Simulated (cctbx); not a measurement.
**What resolution and counting buy: KCr3**

Space group P6_3/mmc (no. 194), a = 6.4450 Å, b = 6.4450 Å, c = 5.4420 Å, α = 90.00°, β = 90.00°, γ = 120.00°.

```csv
atom,mult.,x,y,z,Ueq (Å²)
Cr1,6,0.3378,0.1689,3/4,0.0144
K1,2,2/3,1/3,1/4,0.0145
```

This is a model crystal, built by substitution and not relaxed, with assumed displacement parameters.

Five simulated data sets (cctbx; Mo Kα, λ = 0.71073 Å; 4 % proportional error) differ in resolution or exposure (noise floor 8 counts in the first three, 8 in the last two). Each is refined with the right model, isotropic at 1.1 Å and anisotropic otherwise. How do the figures of merit and the uncertainties move?

| d min (Å) | top counts | ⟨I/σ⟩ (unmerged, absences included) | unique | param. (scale apart) | Rint | R1 | GooF | largest s.u. xyz (fractional) | s.u. U of K1 (Å²) | largest error (Å) |
| --- | --- | --- | --- | --- | --- | --- | --- | --- | --- | --- |
| 1.1 | 5000 | 4.2 | 41 | 3 | 0.044 | 0.0168 | 0.93 | 0.00047 | 0.0014 | 0.0026 |
| 0.84 | 5000 | 3.8 | 85 | 6 | 0.061 | 0.0244 | 0.99 | 0.00038 | 0.0016 | 0.0018 |
| 0.6 | 5000 | 3.2 | 206 | 6 | 0.075 | 0.0189 | 0.90 | 0.00019 | 0.0006 | 0.0007 |
| 0.75 | 300 | 0.8 | 114 | 6 | 0.437 | 0.0494 | 0.91 | 0.00441 | 0.0140 | 0.0020 |
| 0.75 | 3000 | 3.0 | 114 | 6 | 0.089 | 0.0214 | 0.90 | 0.00052 | 0.0018 | 0.0004 |

The number of reflections grows roughly as 1/d³: 41, 85 and 206 here. R1 follows the noise rather than the truth: at 300 counts it is 0.0494, at 3000 counts 0.0214, while GooF is 0.91 and 0.90: the weights 1/σ² carry the noise. The s.u. of U (U11 where anisotropic) for K1 goes 0.0014, 0.0016, 0.0006 Å² with resolution and 0.0140, 0.0018 Å² with exposure.

Hardware for the 0.6 Å refinement: 0.4 s on 1 thread of Arm Neoverse V2, on a shared host, peak memory 0.09 GiB.

[Logs are printed without paths, hosts, clocks, repeated set-up lines and the standing remarks that a program may print on its own settings, such as how far it seeks lower states.]
